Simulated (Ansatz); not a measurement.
**How strongly the parts of phosphorene, 2 layers, S on P sites (48 atoms) bind**

Aim: the interaction energy between the two parts of phosphorene, 2 layers, S on P sites (48 atoms) and its distance dependence.

Program: Ansatz 0.2.0. Level of theory: Kohn-Sham DFT, revPBE+D4, PAW (set soft_2), plane waves. Values are calculated unless marked as measured.

### 1. The system as given

The cell holds 48 atoms: 41 P and 7 S. Its edges and angles: a = 10.141 Å, b = 8.927 Å, c = 19.584 Å, α = 90.0°, β = 90.0°, γ = 90.0°. It derives from P and S (phosphorene). 2 layers of phosphorene (a = 3.314 Å), 3 x 2 cells, biaxial strain +2 %, every second layer slid by 0.500 of a1; facing planes 3.32 Å apart; 12 Å of vacuum; 7 of 48 P replaced by S at random; displaced by a Gaussian of 0.04 Å. Regions: layer 1, 24 atoms (20 P and 4 S); layer 2, 24 atoms (21 P and 3 S). Vacuum lies along c.

### 2. Single point at the start

The forces at the start show how far the geometry lies from a minimum of this functional.

input.yaml

```yaml
crystal:
  lattice:
    - [10.1408, 0.0, 0.0]
    - [0.0, 8.927, 0.0]
    - [0.0, 0.0, 19.584]
  atoms:
    - { symbol: P, position: [0.99849, 0.04113, 0.41534] }
    - { symbol: P, position: [0.00511, 0.96194, 0.30933] }
    - { symbol: P, position: [0.16332, 0.21154, 0.41552] }
    - { symbol: S, position: [0.16445, 0.28848, 0.30185] }
    - { symbol: P, position: [0.99123, 0.53878, 0.41474] }
    - { symbol: P, position: [0.00486, 0.45837, 0.30532] }
    - { symbol: P, position: [0.16665, 0.70667, 0.41325] }
    - { symbol: P, position: [0.16263, 0.79426, 0.3072] }
    - { symbol: P, position: [0.3359, 0.03287, 0.41666] }
    - { symbol: P, position: [0.33509, 0.96085, 0.3073] }
    - { symbol: P, position: [0.49777, 0.20832, 0.412] }
    - { symbol: P, position: [0.50051, 0.30017, 0.30321] }
    - { symbol: P, position: [0.33843, 0.54548, 0.4141] }
    - { symbol: S, position: [0.32168, 0.46244, 0.30591] }
    - { symbol: P, position: [0.49843, 0.71176, 0.41854] }
    - { symbol: P, position: [0.50467, 0.78744, 0.30736] }
    - { symbol: P, position: [0.66479, 0.0396, 0.41597] }
    - { symbol: P, position: [0.66981, 0.95682, 0.30809] }
    - { symbol: S, position: [0.83503, 0.20312, 0.41527] }
    - { symbol: P, position: [0.82664, 0.28838, 0.30675] }
    - { symbol: S, position: [0.66751, 0.54614, 0.41175] }
    - { symbol: P, position: [0.6719, 0.46091, 0.30676] }
    - { symbol: P, position: [0.83465, 0.7052, 0.41533] }
    - { symbol: P, position: [0.83633, 0.79697, 0.30415] }
    - { symbol: P, position: [0.16811, 0.03457, 0.6955] }
    - { symbol: P, position: [0.16673, 0.96292, 0.58477] }
    - { symbol: P, position: [0.32717, 0.20453, 0.69225] }
    - { symbol: P, position: [0.33079, 0.30099, 0.58337] }
    - { symbol: P, position: [0.16416, 0.54197, 0.6932] }
    - { symbol: P, position: [0.16573, 0.45795, 0.5815] }
    - { symbol: P, position: [0.34157, 0.70877, 0.69271] }
    - { symbol: P, position: [0.33523, 0.79874, 0.58562] }
    - { symbol: P, position: [0.50177, 0.0421, 0.69814] }
    - { symbol: P, position: [0.50416, 0.95958, 0.58625] }
    - { symbol: P, position: [0.67367, 0.21569, 0.69467] }
    - { symbol: P, position: [0.67472, 0.29426, 0.58998] }
    - { symbol: P, position: [0.5, 0.53944, 0.69532] }
    - { symbol: P, position: [0.49378, 0.46488, 0.58586] }
    - { symbol: P, position: [0.66793, 0.7046, 0.69425] }
    - { symbol: S, position: [0.66336, 0.78647, 0.5853] }
    - { symbol: P, position: [0.83105, 0.03879, 0.6951] }
    - { symbol: P, position: [0.83363, 0.95948, 0.58357] }
    - { symbol: P, position: [0.99874, 0.21112, 0.69287] }
    - { symbol: P, position: [0.9922, 0.28955, 0.58248] }
    - { symbol: P, position: [0.83561, 0.54524, 0.69318] }
    - { symbol: S, position: [0.83563, 0.45816, 0.5834] }
    - { symbol: S, position: [0.99948, 0.7129, 0.69317] }
    - { symbol: P, position: [0.00148, 0.79762, 0.58524] }
kpoints:
  mp_grid: { grid: [1, 2, 1] }
hamiltonian:
  xc: revpbe
  dispersion: d4
scf:
  occupations: { method: gaussian, width: 0.05 }
output:
  forces: true
```

Started as:

```bash
ansatz run input.yaml --threads 4 --pin off --max-ram 8192MiB --backend cpu --events-out ev --progress --plain --runs-dir out
```

The log of the run:

```text
Engine: ansatz 0.2.0, aarch64-unknown-linux-gnu
Pseudopotentials: kind: paw
Pseudopotential: P, paw, valence charge 5, recommended cutoff 420 eV (normal), P.paw.azcp
Pseudopotential: S, paw, valence charge 6, recommended cutoff 420 eV (normal), S.paw.azcp
[... 5 lines on functional and potentials left out ...]
Crystal: 48 atoms, lattice volume = 1772.879 Å³
Basis set: ecut = 420 eV, 34597 PW (Γ), exchange–correlation on 144×120×270 points (8 copies of the dense FFT grid, shifted against one another)
Bands: 172, of which v1, the nominal top of the filled ones, is band 124 counted from 1 (123 counted from 0)
Symmetry: 1 space group operations
Space group: P1 (ITA 1), of the structure as read, at distance tolerance 1.2e-4 Å
k-points: 2
[... 7 lines on functional and potentials left out ...]
Initial density: superposition of atomic densities (neutral atoms: chi_scale 0, normalization atom), corrected by the library's trained network
Initial wavefunctions: pseudopotential atomic-orbital guess
Functional: x = revpbe(κ = 1.245, μ = 0.219515), c = pbe(β = 0.066725)
SCF iter   1: F=—  HF=-37429.313978 eV  |F-HF|=—  |Δ(HF+E_count)|=         —  Δρ=6.31e-3  dr2=3.97e0  ethr=1.77e-3  ⟨swp⟩=8.5  Hψ=1977  notcnv=0  defer=28
preconditioner: auto → LDOS  [metal: Δε(μ)=0.028 eV  Ē_g=8.692 eV  σ=0.050 eV  W_gap=0.31  n_scr=218 (ndim 8)  ℏωp=13.9 eV  f_vac=0.414  D(μ)=21.72/eV (n_scr^D=100)  β→1.0]
SCF iter   2: F=—  HF=-37429.047721 eV  |F-HF|=—  |Δ(HF+E_count)|=   2.66e-1  Δρ=3.66e-3  dr2=7.48e-1  ethr=1.61e-3  ⟨swp⟩=2.5  Hψ=421  notcnv=0  defer=71
SCF iter   3: F=—  HF=-37428.989426 eV  |F-HF|=—  |Δ(HF+E_count)|=   5.83e-2  Δρ=1.01e-3  dr2=6.24e-2  ethr=3.03e-4  ⟨swp⟩=4.0  Hψ=412  notcnv=0  defer=23
automatic band count: iteration 3 solves 144 bands in place of 172: the levels show a gap, and the empty bands left out lie too high to hold charge; the band table lists the bands solved (type scf.n_extra_bands for more)
SCF iter   4: F=—  HF=-37428.986544 eV  |F-HF|=—  |Δ(HF+E_count)|=   2.88e-3  Δρ=3.19e-4  dr2=5.17e-3  ethr=2.53e-5  ⟨swp⟩=2.0  Hψ=378  notcnv=0  defer=23
SCF iter   5: F=—  HF=-37428.986389 eV  |F-HF|=—  |Δ(HF+E_count)|=   1.55e-4  Δρ=1.24e-4  dr2=6.31e-4  ethr=2.09e-6  ⟨swp⟩=3.0  Hψ=497  notcnv=0  defer=23
SCF iter   6: F=—  HF=-37428.986417 eV  |F-HF|=—  |Δ(HF+E_count)|=   2.80e-5  Δρ=4.75e-5  dr2=1.02e-4  ethr=2.56e-7  ⟨swp⟩=2.5  Hψ=476  notcnv=0  defer=23
SCF iter   7: F=—  HF=-37428.986416 eV  |F-HF|=—  |Δ(HF+E_count)|=   8.48e-7  Δρ=1.74e-5  dr2=1.59e-5  ethr=4.15e-8  ⟨swp⟩=3.0  Hψ=680  notcnv=0  defer=23
SCF iter   8: F=—  HF=-37428.986856 eV  |F-HF|=—  |Δ(HF+E_count)|=   4.40e-4  Δρ=6.37e-6  dr2=1.40e-6  ethr=6.43e-9  ⟨swp⟩=2.0  Hψ=452  notcnv=0  defer=23
SCF iter   9: F=—  HF=-37428.986856 eV  |F-HF|=—  |Δ(HF+E_count)|=   1.14e-7  Δρ=2.36e-6  dr2=2.25e-7  ethr=5.67e-10  ⟨swp⟩=2.0  Hψ=513  notcnv=0  defer=23
SCF iter  10: F=-37428.986856 eV  HF=-37428.986856 eV  |F-HF|=9.60e-10  |Δ(HF+E_count)|=   2.19e-8  Δρ=9.40e-7  dr2=3.38e-8  ethr=4.05e-11  ⟨swp⟩=6.0  Hψ=1159  notcnv=0
SCF 1 converged in 10 iterations: F = -37428.986856 eV  dr2 = 3.38e-8
  greatest PAW one-centre occupation: 0.890 electrons in one spin orbital (limit 2), on the S atom at site 13 (counted from 0), in its partial waves of l = 0
SCF converged after 10 iterations
Free energy (F): -37428.986856 eV
Harris-Foulkes:  -37428.986856 eV  (|F-HF|=9.60e-10)
Internal energy: -37428.964569 eV  (E = F + TS)
E sigma→0 (E₀):  -37428.975713 eV
Entropy (-TS):   -0.022287 eV (-0.464 meV/atom)
Fermi energy:    2.081692 eV
--- Per-component energies (eV) ---
  E_band       = -1234.294524
  E_kinetic    = 3582.574941
  E_local      = -48745.475331  (includes V_loc(G=0)·N_el)
  E_nonlocal   = 1566.130853
  E_hartree    = 22877.305986
  E_xc         = -3176.136732
  E_vxc        = -3064.141639  (∫ρ·V_xc dr)
  E_paw        = -27649.572565  (= ΣΔE_a)
  E_vpaw       = -327.989187  (= ΣTr[D̂ρ^β])
  E_aug_tail   = 0.000145  (compensation charges beyond the density's cutoff)
  E_ewald      = 14146.611893
  E_disp       = -29.250478  (pairwise vdW)
  E_core_change = -1.153280  (= ΣΔE_core)
  E_smearing   = -0.022287  (= −TS)
  E_closure    = -0.000000  (closes the sum)
  Σ components = -37428.986856   (vs F -37428.986856, Δ=0.00e0)
--- Forces (eV/Å), atoms counted from 1 ---
  atom   1  P      0.63627457    -0.42434423     0.66476490
  atom   2  P     -0.59735585     0.47356731    -0.33387609
  atom   3  P      0.19449437    -0.56461802    -0.35225030
  atom   4  S     -3.17877053    -1.77267118     0.64344741
  atom   5  P      1.06604752    -0.35979787    -0.11462266
  atom   6  P     -0.60903425    -0.49752906    -0.13912101
  atom   7  P     -0.20970928     0.07079567     0.70283735
  atom   8  P      0.63581416    -0.33874478    -0.09946461
  atom   9  P     -0.13750847     0.40988260     0.09235302
  atom  10  P     -0.11623776    -0.23635261     0.13564815
  atom  11  P      0.17121383     0.12151305    -0.07623473
  atom  12  P      0.34343344     0.07205554     0.18620875
  atom  13  P     -0.22750493    -0.14545630    -0.25391997
  atom  14  S      3.03485735     1.82453266     0.80599323
[...]
atom  47  S     -0.30930009     0.15235662    -0.06473608
  atom  48  P     -0.42416257    -0.11458423    -0.57731224
  max |Σ_I F_I| component: 6.32e-6 eV/Å
```

It took 13 s on 4 threads of Arm Neoverse V1, shared host; peak memory 3.4 GiB; 51 s of CPU time.

The r.m.s. force at the start is 0.64 eV/Å.

### 3. Relaxation

The atoms are relaxed in the fixed cell, aiming at the force tolerance of the input.

input.yaml

```yaml
crystal:
  lattice:
    - [10.1408, 0.0, 0.0]
    - [0.0, 8.927, 0.0]
    - [0.0, 0.0, 19.584]
  atoms:
    [... the 48 atom lines of step 2 ...]
kpoints:
  mp_grid: { grid: [1, 2, 1] }
hamiltonian:
  xc: revpbe
  dispersion: d4
scf:
  occupations: { method: gaussian, width: 0.05 }
output:
  forces: true
relax:
  f_tol: 0.05
  max_steps: 120
```

The log of the run:

```text
[...]
Crystal: 48 atoms, lattice volume = 1772.879 Å³
Basis set: ecut = 420 eV, 34597 PW (Γ), exchange–correlation on 144×120×270 points (8 copies of the dense FFT grid, shifted against one another)
Bands: 172, of which v1, the nominal top of the filled ones, is band 124 counted from 1 (123 counted from 0)
Symmetry: 1 space group operations
[...]
k-points: 2
[...]
SCF iter   1: F=—  HF=-37429.313979 eV  |F-HF|=—  |Δ(HF+E_count)|=         —  Δρ=6.31e-3  dr2=3.97e0  ethr=1.77e-3  ⟨swp⟩=8.5  Hψ=1977  notcnv=0  defer=28
[...]
SCF iter   6: F=—  HF=-37428.986856 eV  |F-HF|=—  |Δ(HF+E_count)|=   3.00e-5  Δρ=4.58e-5  dr2=9.27e-5  ethr=2.56e-7  ⟨swp⟩=2.0  Hψ=470  notcnv=0  defer=79
SCF iter   7: F=-37428.986846 eV  HF=-37428.986857 eV  |F-HF|=1.14e-5  |Δ(HF+E_count)|=   1.36e-6  Δρ=1.71e-5  dr2=1.54e-5  ethr=2.53e-8  ⟨swp⟩=5.0  Hψ=1142  notcnv=0
SCF 1 converged in 7 iterations: F = -37428.986846 eV  dr2 = 1.54e-5
[...]
relax step   1: F+E_penalty+E_count = -37428.98684595 eV  Δ(F+E_penalty+E_count) = +0.000e0 eV  max|allowed force component| = 3.178e0 eV/Å  Δτ_max = 0.0000 Å  (7 SCF iters, dr2 threshold 6.25e-5 eV, accepted)
[...]
relax step   2: F+E_penalty+E_count = -37431.21633679 eV  Δ(F+E_penalty+E_count) = -2.229e0 eV  max|allowed force component| = 2.718e0 eV/Å  Δτ_max = 0.1979 Å  (6 SCF iters, dr2 threshold 1.00e-4 eV, accepted)
[...]
relax step   3: F+E_penalty+E_count = -37432.39723117 eV  Δ(F+E_penalty+E_count) = -1.181e0 eV  max|allowed force component| = 1.150e0 eV/Å  Δτ_max = 0.1946 Å  (6 SCF iters, dr2 threshold 1.00e-4 eV, accepted)
relax step   4: F+E_penalty+E_count = -37433.24441767 eV  Δ(F+E_penalty+E_count) = -8.472e-1 eV  max|allowed force component| = 7.727e-1 eV/Å  Δτ_max = 0.2000 Å  (8 SCF iters, dr2 threshold 1.00e-4 eV, accepted)
relax step   5: F+E_penalty+E_count = -37433.95600612 eV  Δ(F+E_penalty+E_count) = -7.116e-1 eV  max|allowed force component| = 7.013e-1 eV/Å  Δτ_max = 0.1943 Å  (7 SCF iters, dr2 threshold 1.00e-4 eV, accepted)
relax step   6: F+E_penalty+E_count = -37434.55035138 eV  Δ(F+E_penalty+E_count) = -5.943e-1 eV  max|allowed force component| = 4.643e-1 eV/Å  Δτ_max = 0.1948 Å  (7 SCF iters, dr2 threshold 1.00e-4 eV, accepted)
relax step   7: F+E_penalty+E_count = -37434.73952072 eV  Δ(F+E_penalty+E_count) = -1.892e-1 eV  max|allowed force component| = 4.284e-1 eV/Å  Δτ_max = 0.1902 Å  (7 SCF iters, dr2 threshold 9.45e-5 eV, accepted)
relax step   8: F+E_penalty+E_count = -37434.84388687 eV  Δ(F+E_penalty+E_count) = -1.044e-1 eV  max|allowed force component| = 2.431e-1 eV/Å  Δτ_max = 0.0686 Å  (6 SCF iters, dr2 threshold 8.04e-5 eV, accepted)
relax step   9: F+E_penalty+E_count = -37435.04256277 eV  Δ(F+E_penalty+E_count) = -1.987e-1 eV  max|allowed force component| = 4.284e-1 eV/Å  Δτ_max = 0.2000 Å  (8 SCF iters, dr2 threshold 1.90e-5 eV, accepted)
relax step  10: F+E_penalty+E_count = -37435.14575146 eV  Δ(F+E_penalty+E_count) = -1.032e-1 eV  max|allowed force component| = 5.075e-1 eV/Å  Δτ_max = 0.1943 Å  (11 SCF iters, dr2 threshold 5.91e-5 eV, accepted)
relax step  11: F+E_penalty+E_count = -37435.36379841 eV  Δ(F+E_penalty+E_count) = -2.180e-1 eV  max|allowed force component| = 4.920e-1 eV/Å  Δτ_max = 0.0911 Å  (10 SCF iters, dr2 threshold 1.00e-4 eV, accepted)
relax step  12: F+E_penalty+E_count = -37435.60332227 eV  Δ(F+E_penalty+E_count) = -2.395e-1 eV  max|allowed force component| = 3.246e-1 eV/Å  Δτ_max = 0.2000 Å  (9 SCF iters, dr2 threshold 1.00e-4 eV, accepted)
relax step  13: F+E_penalty+E_count = -37435.70944307 eV  Δ(F+E_penalty+E_count) = -1.061e-1 eV  max|allowed force component| = 2.015e-1 eV/Å  Δτ_max = 0.0819 Å  (7 SCF iters, dr2 threshold 4.59e-5 eV, accepted)
relax step  14: F+E_penalty+E_count = -37435.77439545 eV  Δ(F+E_penalty+E_count) = -6.495e-2 eV  max|allowed force component| = 2.181e-1 eV/Å  Δτ_max = 0.0806 Å  (7 SCF iters, dr2 threshold 1.56e-5 eV, accepted)
relax step  15: F+E_penalty+E_count = -37435.88189669 eV  Δ(F+E_penalty+E_count) = -1.075e-1 eV  max|allowed force component| = 3.560e-1 eV/Å  Δτ_max = 0.1839 Å  (8 SCF iters, dr2 threshold 1.83e-5 eV, accepted)
relax step  16: F+E_penalty+E_count = -37435.99584016 eV  Δ(F+E_penalty+E_count) = -1.139e-1 eV  max|allowed force component| = 5.855e-1 eV/Å  Δτ_max = 0.1945 Å  (7 SCF iters, dr2 threshold 1.00e-4 eV, accepted)
relax step  17: F+E_penalty+E_count = -37436.09973228 eV  Δ(F+E_penalty+E_count) = -1.039e-1 eV  max|allowed force component| = 2.485e-1 eV/Å  Δτ_max = 0.1066 Å  (7 SCF iters, dr2 threshold 1.00e-4 eV, accepted)
relax step  18: F+E_penalty+E_count = -37436.08254771 eV  Δ(F+E_penalty+E_count) = +1.718e-2 eV  max|allowed force component| = 3.491e-1 eV/Å  Δτ_max = 0.2000 Å  (9 SCF iters, dr2 threshold 1.11e-5 eV, rejected (line search))
relax step  19: F+E_penalty+E_count = -37436.17619467 eV  Δ(F+E_penalty+E_count) = -7.646e-2 eV  max|allowed force component| = 1.301e-1 eV/Å  Δτ_max = 0.0975 Å  (11 SCF iters, accepted)
relax step  20: F+E_penalty+E_count = -37436.20157837 eV  Δ(F+E_penalty+E_count) = -2.538e-2 eV  max|allowed force component| = 9.881e-2 eV/Å  Δτ_max = 0.0966 Å  (8 SCF iters, dr2 threshold 3.05e-6 eV, accepted)
relax step  21: F+E_penalty+E_count = -37436.21612262 eV  Δ(F+E_penalty+E_count) = -1.454e-2 eV  max|allowed force component| = 1.226e-1 eV/Å  Δτ_max = 0.1257 Å  (9 SCF iters, dr2 threshold 2.68e-6 eV, accepted)
relax step  22: F+E_penalty+E_count = -37436.23175117 eV  Δ(F+E_penalty+E_count) = -1.563e-2 eV  max|allowed force component| = 8.276e-2 eV/Å  Δτ_max = 0.0276 Å  (6 SCF iters, dr2 threshold 8.66e-6 eV, accepted)
relax step  23: F+E_penalty+E_count = -37436.24225456 eV  Δ(F+E_penalty+E_count) = -1.050e-2 eV  max|allowed force component| = 4.245e-2 eV/Å  Δτ_max = 0.0428 Å  (7 SCF iters, dr2 threshold 3.12e-6 eV, accepted)
[...]
relax step  24: F+E_penalty+E_count = -37436.24225529 eV  Δ(F+E_penalty+E_count) = -7.283e-7 eV  max|allowed force component| = 4.245e-2 eV/Å  Δτ_max = 0.0000 Å  (4 SCF iters, accepted)
SCF converged after 4 iterations
Free energy (F): -37436.242255 eV
[...]
Internal energy: -37436.241490 eV  (E = F + TS)
E sigma→0 (E₀):  -37436.241873 eV
Entropy (-TS):   -0.000765 eV (-0.016 meV/atom)
Fermi energy:    1.464996 eV
[...]
Σ components = -37436.242255   (vs F -37436.242255, Δ=0.00e0)
--- Forces (eV/Å), atoms counted from 1 ---
  atom   1  P     -0.01911065    -0.00851486     0.00517938
  atom   2  P      0.00978218     0.00939465     0.00341048
  atom   3  P     -0.00263083    -0.02234341    -0.00434306
  atom   4  S      0.01464371    -0.01383562    -0.01636754
[...]
atom  48  P     -0.01716815    -0.00104214    -0.00844455
  max |Σ_I F_I| component: 3.03e-5 eV/Å
--- Relaxed structure (24 steps of the walk, 23 accepted, 0 SCFs on fresh bases) ---
  F+E_penalty+E_count = -37436.24225529 eV   max|allowed force component| = 4.245e-2 eV/Å
  atoms:
    - { symbol: P, position: [0.993363, 0.027369, 0.426760] }
    - { symbol: P, position: [-0.011690, 0.937747, 0.321099] }
    - { symbol: P, position: [0.148630, 0.202211, 0.418865] }
    - { symbol: S, position: [0.134642, 0.276289, 0.314774] }
[...]
- { symbol: P, position: [-0.00159751, 0.800756, 0.577444] }
```

Wall time 4.3 min (4 threads); peak memory 3.4 GiB.

The relaxation converged after 24 steps, 7.26 eV below its start, with a largest force component of 0.042 eV/Å.

(Part 1 of 3 ends here.)

[Long decimals in the printed logs are rounded to 6 places.]

[Logs are printed without paths, hosts, clocks, repeated set-up lines and the standing remarks that a program may print on its own settings, such as how far it seeks lower states.]

[Hosts, paths, dates, database ids (printed as entryN), source tags and the programs' standing remarks are cut or masked in the printed files.]
